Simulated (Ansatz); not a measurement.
**A convergence test on ZnS2 (Pa-3): k mesh of the density**

Aim: see how gap, energy and time of ZnS2 (Pa-3) follow the k mesh of the density.

Method: DFT, LDA, plane waves, PAW, in Ansatz 0.2.0.

### 1. Set-up

The structure is cubic, space group Pa-3 (No. 205). Conventional cell: a = 5.945 Å, b = 5.945 Å, c = 5.945 Å, α = 90.00°, β = 90.00°, γ = 90.00°. Zn has 6 S at 2.52 Å nearest. Nearest to S lie 1 S at 2.06 Å and 3 Zn at 2.52 Å. Farther neighbours, and contacts between anions beyond the nearest, are not listed.

The cell and positions are those that the Materials Project relaxed with its own functionals (PBE, PBE+U or r2SCAN), kept fixed. The default PAW set here is soft_2. Its files were made with PBE.

### 2. k mesh of the density: 2×2×2

Input file input.yaml:

```yaml
crystal:
  lattice:
    - [5.94543046, 0.0, 0.0]
    - [0.0, 5.94543046, 0.0]
    - [0.0, 0.0, 5.94543046]
  atoms:
    - { symbol: Zn, position: [0.5, 0.5, 0.0] }
    - { symbol: Zn, position: [0.5, 0.0, 0.5] }
    - { symbol: Zn, position: [0.0, 0.5, 0.5] }
    - { symbol: Zn, position: [0.0, 0.0, 0.0] }
    - { symbol: S, position: [0.10024639, 0.89975361, 0.39975361] }
    - { symbol: S, position: [0.89975361, 0.39975361, 0.10024639] }
    - { symbol: S, position: [0.39975361, 0.10024639, 0.89975361] }
    - { symbol: S, position: [0.60024639, 0.60024639, 0.60024639] }
    - { symbol: S, position: [0.89975361, 0.10024639, 0.60024639] }
    - { symbol: S, position: [0.10024639, 0.60024639, 0.89975361] }
    - { symbol: S, position: [0.60024639, 0.89975361, 0.10024639] }
    - { symbol: S, position: [0.39975361, 0.39975361, 0.39975361] }
kpoints:
  mp_grid: { grid: [2, 2, 2] }
  band_path:
    path:
      - [0.0, 0.0, 0.0]
      - [0.0, 0.5, 0.0]
      - [0.5, 0.5, 0.0]
      - [0.5, 0.5, 0.5]
      - [0.5, 0.0, 0.0]
      - [0.2, 0.2, 0.2]
    npoints: 1
hamiltonian:
  xc: lda
scf:
  occupations: { method: fixed }
  n_extra_bands: 8
output:
  eigenvalues: true
  forces: true
  stress: true
  write_density: true
  write_potential: true
  elf: true
  volumetric_format: npy
```

Command:

```bash
$ ansatz run input.yaml --threads 4 --pin off --max-ram 18432MiB --backend cpu --events-out ev --progress --plain --runs-dir out
```

The log of the run:

```text
scf.n_extra_bands = 8 over 48 filled bands (N_el = 96.0): the run solves 56 bands
Engine: ansatz 0.2.0, aarch64-unknown-linux-gnu
Pseudopotentials: kind: paw
Pseudopotential: Zn, paw, valence charge 12, recommended cutoff 420 eV (normal), Zn.paw.azcp
Pseudopotential: S, paw, valence charge 6, recommended cutoff 420 eV (normal), S.paw.azcp
Functional definition: SPW92
  exchange = slater_x
  correlation = pw_c
Crystal: 12 atoms, lattice volume = 210.160 Å³
Basis set: ecut = 420 eV, 4067 PW (Γ)
Bands: 56, of which v1, the nominal top of the filled ones, is band 48 counted from 1 (47 counted from 0)
Symmetry: 24 space group operations
Space group: Pa-3 (ITA 205), of the structure as read, at distance tolerance 5.9e-5 Å
k-points: 4 of 8
Non-local potential: Zn, projectors of the file, l = 0: 2, l = 1: 2, l = 2: 3, l = 3: 1
Non-local potential: S, projectors of the file, l = 0: 2, l = 1: 2, l = 2: 2
PAW form: soft (Blöchl's): semilocal exchange-correlation on the pseudo side does not see the compensation charge
PAW frozen core: Zn, regenerated for the run's functional, and the local potential with it (the file was generated under x = pbe(κ = 0.804, μ = 0.219515), c = pbe(β = 0.066725))
PAW frozen core: S, regenerated for the run's functional, and the local potential with it (the file was generated under x = pbe(κ = 0.804, μ = 0.219515), c = pbe(β = 0.066725))
PAW one-centre angular grid: Zn, 590 points (default); XC on 64 Gauss nodes
PAW one-centre angular grid: S, 110 points (default); XC on 64 Gauss nodes
Initial density: superposition of atomic densities (neutral atoms: chi_scale 0, normalization atom), corrected by the library's trained network
Initial wavefunctions: pseudopotential atomic-orbital guess
Functional: x = slater, c = lda
SCF iter   1: F=—  HF=-19946.332310 eV  |F-HF|=—  |Δ(HF+E_count)|=         —  Δρ=6.79e-3  dr2=7.96e-2  ethr=1.77e-3  ⟨swp⟩=5.2  Hψ=890  notcnv=0  defer=18
preconditioner: auto → Resta (q_TF=auto, 2.394 Å⁻¹)  ε∞=8.2  [insulator: Δε(μ)=1.618 eV  Ē_g=9.331 eV  n_scr=56 (ndim 8)  ℏωp=25.1 eV  f_vac=0.000  ε∞_Penn≈8.2]
SCF iter   2: F=—  HF=-19946.312824 eV  |F-HF|=—  |Δ(HF+E_count)|=   1.95e-2  Δρ=3.33e-3  dr2=2.30e-2  ethr=8.29e-5  ⟨swp⟩=3.0  Hψ=443  notcnv=0  defer=20
SCF iter   3: F=—  HF=-19946.308672 eV  |F-HF|=—  |Δ(HF+E_count)|=   4.15e-3  Δρ=2.09e-3  dr2=4.34e-3  ethr=2.40e-5  ⟨swp⟩=2.5  Hψ=386  notcnv=0  defer=20
SCF iter   4: F=—  HF=-19946.305834 eV  |F-HF|=—  |Δ(HF+E_count)|=   2.84e-3  Δρ=3.48e-4  dr2=1.49e-4  ethr=4.53e-6  ⟨swp⟩=2.0  Hψ=381  notcnv=0  defer=20
SCF iter   5: F=—  HF=-19946.305838 eV  |F-HF|=—  |Δ(HF+E_count)|=   3.83e-6  Δρ=5.03e-5  dr2=5.65e-6  ethr=1.55e-7  ⟨swp⟩=3.0  Hψ=430  notcnv=0  defer=17
SCF iter   6: F=—  HF=-19946.305837 eV  |F-HF|=—  |Δ(HF+E_count)|=   1.75e-6  Δρ=1.64e-5  dr2=6.14e-7  ethr=5.89e-9  ⟨swp⟩=3.0  Hψ=424  notcnv=0  defer=15
SCF iter   7: F=-19946.305837 eV  HF=-19946.305837 eV  |F-HF|=8.00e-10  |Δ(HF+E_count)|=   1.45e-7  Δρ=2.61e-6  dr2=1.21e-8  ethr=1.04e-10  ⟨swp⟩=13.8  Hψ=1705  notcnv=0
SCF 1 converged in 7 iterations: F = -19946.305837 eV  dr2 = 1.21e-8
[...]
NSCF: frozen V_eff on 6 k-points
SCF converged after 7 iterations
Free energy (F): -19946.305837 eV
Harris-Foulkes:  -19946.305837 eV  (|F-HF|=8.00e-10)
Internal energy: -19946.305837 eV  (E = F + TS)
E sigma→0 (E₀):  -19946.305837 eV
Fermi energy:    7.937155 eV
--- Per-component energies (eV) ---
  E_band       = 116.685445
  E_kinetic    = 1383.925245
  E_local      = -8192.238295  (includes V_loc(G=0)·N_el)
  E_nonlocal   = 2712.152285
  E_hartree    = 3389.050330
  E_xc         = -1309.804118
  E_vxc        = -913.452890  (∫ρ·V_xc dr)
  E_paw        = -11584.323735  (= ΣΔE_a)
  E_vpaw       = -1651.799773  (= ΣTr[D̂ρ^β])
  E_aug_tail   = -0.001438  (compensation charges beyond the density's cutoff)
  E_ewald      = -6352.520257
  E_core_change = 7.454146  (= ΣΔE_core)
  E_smearing   = -0.000000  (= −TS)
  E_closure    = 0.000000  (closes the sum)
  Σ components = -19946.305837   (vs F -19946.305837, Δ=0.00e0)
--- Forces (eV/Å), atoms counted from 1 ---
  atom   1  Zn     0.00000000    -0.00000000    -0.00000000
  atom   2  Zn    -0.00000000    -0.00000000    -0.00000000
  atom   3  Zn     0.00000000    -0.00000000     0.00000000
  atom   4  Zn    -0.00000000    -0.00000000    -0.00000000
  atom   5  S      0.10527299    -0.10527299    -0.10527299
  atom   6  S     -0.10527299    -0.10527299     0.10527299
  atom   7  S     -0.10527299     0.10527299    -0.10527299
  atom   8  S      0.10527299     0.10527299     0.10527299
  atom   9  S     -0.10527299     0.10527299     0.10527299
  atom  10  S      0.10527299     0.10527299    -0.10527299
  atom  11  S      0.10527299    -0.10527299     0.10527299
  atom  12  S     -0.10527299    -0.10527299    -0.10527299
  max |Σ_I F_I| component: 5.55e-17 eV/Å
--- Stress (GPa, compression-positive) ---
       -4.227649      -0.000000       0.000000
       -0.000000      -4.227649       0.000000
        0.000000       0.000000      -4.227649
  P = ⅓ Tr σ = -4.2276 GPa (-42.276 kbar)
--- Band table (eV) ---
  k-point 0: bands = [... 44 lower, 7.2139, 7.2139, 7.9372, 7.9372, 9.5717, 10.0776, 10.7091, 10.7091, ... 4 higher]
  k-point 1: bands = [... 44 lower, 6.1030, 6.1030, 7.7150, 7.7150, 9.7446, 9.7446, 9.8002, 9.8002, ... 4 higher]
  k-point 2: bands = [... 44 lower, 6.2640, 6.2640, 6.2640, 6.2640, 9.6002, 9.6002, 9.6002, 9.6002, ... 4 higher]
  k-point 3: bands = [... 44 lower, 5.5703, 5.5703, 5.5703, 5.5703, 9.7672, 9.7672, 9.7672, 9.7672, ... 4 higher]
```

Run time: 1.6 s. Hardware: 4 threads of Arm Neoverse V1, shared host; peak memory 0.51 GiB.

Reading the cycles: dr2 is the Hartree energy of the density residual (eV), the measure of convergence; HF is the Harris–Foulkes estimate of the energy, which meets the free energy F at convergence.

Read from the output:

```yaml
pressure: -4.228 GPa
gap: 1.259 eV
valence_top_at: Γ
conduction_bottom_at: k = (0.200, 0.200, 0.200)
least_direct_gap: 1.635 eV
```

The gap is indirect, with the least direct gap 0.38 eV higher.

### 3. k mesh of the density: 4×4×4 (the default)

input.yaml: that of step 2 with these lines changed.

```diff
@@ -19,12 +19,8 @@
 kpoints:
-  mp_grid: { grid: [2, 2, 2] }
+  mp_grid: { grid: [4, 4, 4] }
   band_path:
     path:
-      - [0.0, 0.0, 0.0]
-      - [0.0, 0.5, 0.0]
-      - [0.5, 0.5, 0.0]
-      - [0.5, 0.5, 0.5]
-      - [0.5, 0.0, 0.0]
-      - [0.2, 0.2, 0.2]
-    npoints: 1
+      - [[0.0, 0.0, 0.0], [0.0, 0.5, 0.0], [0.5, 0.5, 0.0], [0.0, 0.0, 0.0], [0.5, 0.5, 0.5], [0.0, 0.5, 0.0]]
+      - [[0.5, 0.5, 0.5], [0.5, 0.5, 0.0], [0.5, 0.0, 0.0]]
+    npoints: 10
 hamiltonian:
@@ -32,3 +28,3 @@
 scf:
-  occupations: { method: fixed }
+  occupations: { method: fermi_dirac, width: 0.02 }
   n_extra_bands: 8
```

The log of the run:

```text
[...]
Crystal: 12 atoms, lattice volume = 210.160 Å³
Basis set: ecut = 420 eV, 4067 PW (Γ)
Bands: 56, of which v1, the nominal top of the filled ones, is band 48 counted from 1 (47 counted from 0)
Symmetry: 24 space group operations
[...]
k-points: 11 of 64
[...]
k-point 0: bands = [... 44 lower, 7.2062, 7.2062, 7.9280, 7.9280, 9.5668, 10.0733, 10.7017, 10.7017, ... 4 higher]
  k-point 1: bands = [... 44 lower, 6.9432, 7.0008, 7.4119, 7.8815, 9.5565, 9.7940, 10.2682, 10.3632, ... 4 higher]
  k-point 2: bands = [... 44 lower, 6.0957, 6.0957, 7.7060, 7.7060, 9.7385, 9.7385, 9.7947, 9.7947, ... 4 higher]
  k-point 10: bands = [... 44 lower, 5.5633, 5.5633, 5.5633, 5.5633, 9.7640, 9.7640, 9.7640, 9.7640, ... 4 higher]
[key lines of the parts left out:]
SCF converged after 7 iterations
Free energy (F): -19946.410880 eV
Fermi energy:    8.548316 eV
P = ⅓ Tr σ = -4.3717 GPa (-43.717 kbar)
```

Elapsed: 8.5 s, on 4 threads; peak memory 0.81 GiB; 33 s of CPU time.

Numbers from this step:

* pressure: -4.372 GPa
* gap: 1.263 eV
* valence top at: Γ
* conduction bottom at: k = (0.200, 0.200, 0.200)
* least direct gap: 1.639 eV

The gap is 1.263 eV, +0.004 eV from the run before at this level.

### 4. k mesh of the density: 6×6×6

input.yaml, the sections that differ from step 3:

```yaml
kpoints:
  mp_grid: { grid: [6, 6, 6] }
  band_path:
    path:
      - [0.0, 0.0, 0.0]
      - [0.0, 0.5, 0.0]
      - [0.5, 0.5, 0.0]
      - [0.5, 0.5, 0.5]
      - [0.5, 0.0, 0.0]
      - [0.2, 0.2, 0.2]
    npoints: 1
scf:
  occupations: { method: fixed }
  n_extra_bands: 8
output:
  eigenvalues: true
  forces: true
  stress: true
# crystal, hamiltonian: as in step 3
```

The log of the run:

```text
[...]
Crystal: 12 atoms, lattice volume = 210.160 Å³
Basis set: ecut = 420 eV, 4067 PW (Γ)
Bands: 56, of which v1, the nominal top of the filled ones, is band 48 counted from 1 (47 counted from 0)
Symmetry: 24 space group operations
[...]
k-points: 24 of 216
[...]
k-point 0: bands = [... 44 lower, 7.2064, 7.2064, 7.9282, 7.9282, 9.5670, 10.0733, 10.7020, 10.7020, ... 4 higher]
  k-point 1: bands = [... 44 lower, 7.1331, 7.3100, 7.4130, 7.9095, 9.6931, 9.7028, 10.4810, 10.5384, ... 4 higher]
  k-point 2: bands = [... 44 lower, 6.7444, 6.7639, 7.5201, 7.8382, 9.5240, 9.8139, 10.0599, 10.1564, ... 4 higher]
  k-point 23: bands = [... 44 lower, 5.5635, 5.5635, 5.5635, 5.5635, 9.7640, 9.7640, 9.7640, 9.7640, ... 4 higher]
[key lines of the parts left out:]
SCF converged after 7 iterations
Free energy (F): -19946.408177 eV
Fermi energy:    7.928232 eV
P = ⅓ Tr σ = -4.3728 GPa (-43.728 kbar)
```

Elapsed: 6.5 s, on 4 threads; peak memory 0.69 GiB.

This step gave:

```yaml
pressure: -4.373 GPa
gap: 1.263 eV
valence_top_at: Γ
conduction_bottom_at: k = (0.200, 0.200, 0.200)
least_direct_gap: 1.639 eV
```

The gap is 1.263 eV, as in the run before at this level.

### 5. The series

Differences are against the last row; a negative gap means that bands overlap, and a run with a band path holds that path's time. Times are wall times on 4 threads of Arm Neoverse V1, shared host, good to a factor of about two.

| k mesh of the density | gap (eV) | direct gap (eV) | gap error (eV) | energy error (meV/atom) | irreducible k | time |
| --- | --- | --- | --- | --- | --- | --- |
| 2×2×2 | 1.259 | 1.635 | −0.004 | +8.5 | 4 | 1.6 s |
| 4×4×4 | 1.263 | 1.639 | +0.0002 | −0.2 | 11 | 8.5 s |
| 6×6×6 | 1.263 | 1.639 | +0.000 | +0.0 | 24 | 6.5 s |

### 6. Outcome

```json
{
 "2×2×2": "1.259 eV",
 "4×4×4": "1.263 eV",
 "6×6×6": "1.263 eV"
}
```

The gap holds to 0.02 eV from 2×2×2 on, the cheapest setting tried. At 2×2×2 the gap is off by −0.004 eV and the energy by +9 meV/atom. The gap is read over the mesh and added points near the edges, so meshes differ mainly through the density and, for a hybrid, the exchange operator.

[Long decimals in the printed logs are rounded to 6 places.]

[Logs are printed without paths, hosts, clocks, repeated set-up lines and the standing remarks that a program may print on its own settings, such as how far it seeks lower states.]

[Paths, hosts, dates, memory and timing lines, banners, echoed tables and standing remarks are left out of the program output; an Ansatz launch command may be rebuilt from the run's recorded settings. Measured values are a selection of at most five: reports struck by readers or far from the other reports are left out. None is set beside runs whose start may be inverted or whose files or cutoffs have a known fault.]

[Runs of the session that timed out or met a known fault of the program may be left out.]

[Cells called generated may have been cut or substituted from an entry of the Crystallography Open Database or the Materials Project.]

[Hosts, paths, dates, database ids (printed as entryN), source tags and the programs' standing remarks are cut or masked in the printed files.]

[Where the starting crystal was built by hand or by swapping elements, it need not be the compound's stable phase.]
